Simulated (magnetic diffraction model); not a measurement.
**Magnetic neutron pattern of DyCo2Sn2**

Space group I4/mmm (no. 139), a = 4.3680 Å, c = 10.0250 Å.

```
site  atom    x    y       z
  2a    Dy    0    0       0
  4e    Sn  1/2  1/2  0.1258
  4d    Co  1/2    0     1/4
```

This is a made-up structure (elements placed in a structure type, unrelaxed), so the numbers test the method and describe no known phase.

Only Dy and Co are taken to order (form factors of Dy3+ and Co2+); orders and moment sizes are assumed, and not adapted to the symmetry. Radiation: neutrons of λ = 2.567 Å (absorption by Dy left out), 3° to 100°; isotropic B of 0.47 Å² (Dy), 0.55 Å² (Sn) and 0.54 Å² (Co). Simulated constant-wavelength pattern: nuclear and magnetic terms add, the magnetic one as |2.695 fm × Σ f S⊥ exp(2πi Q·r) exp(−B s²)|², summed over all Q at one angle with the factor 1/(sin²θ cos θ). For collinear order S is the moment m, which repeats by lattice and centring translations R with the sign exp(−2πi k·R). Free-ion form factors, Sears's scattering lengths of 1992, no absorption; a label names one of the reflections at its angle. The strongest nuclear line in the range is 100, and lines under 0.2 are left out.

Assume the order k = (0 0 0), collinear moments along [101], 9.1 μB on Dy and 2.49 μB on Co; signs + at (0, 0, 0), − at (1/2, 0, 1/4), + at (0, 1/2, 1/4).

Q: Where does magnetic intensity appear, and how strong is it?

| 2θ (°) | index | nuclear | magnetic |
| --- | --- | --- | --- |
| 29.67 | (0 0 2) | 16.7 | 10.5 |
| 37.39 | (1 0 1) | 20.7 | 163.8 |
| 49.11 | (1 1 0) | 56.6 | 41.9 |
| 57.84 | (1 0 3) | 96.7 | 34.4 |
| 58.43 | (1 1 2) | 67.5 | 44.5 |
| 61.61 | (0 0 4) | 2.9 | 2.2 |
| 71.99 | (2 0 0) | 61.4 | 18.5 |
| 79.74 | (2 0 2) | 12.8 | 26.0 |
| 82.53 | (1 1 4) | 0.0 | 14.0 |
| 84.04 | (2 1 1) | 11.6 | 61.4 |
| 89.56 | (1 0 5) | 52.5 | 8.8 |
| 99.12 | (2 1 3) | 100.0 | 36.6 |

The strongest magnetic line in the range is (1 0 1) at 37.39° (163.8). On top of the Lorentz factor, which all lines share, magnetic lines fade with angle because f falls: for Dy3+ it is 0.96, 0.84, 0.69 and 0.41 at sin θ/λ = 0.1, 0.2, 0.3 and 0.5 Å⁻¹, while nuclear lengths stay constant. The net moment is 9.10 μB a primitive cell.

[Logs are printed without paths, hosts, clocks, repeated set-up lines and the standing remarks that a program may print on its own settings, such as how far it seeks lower states.]
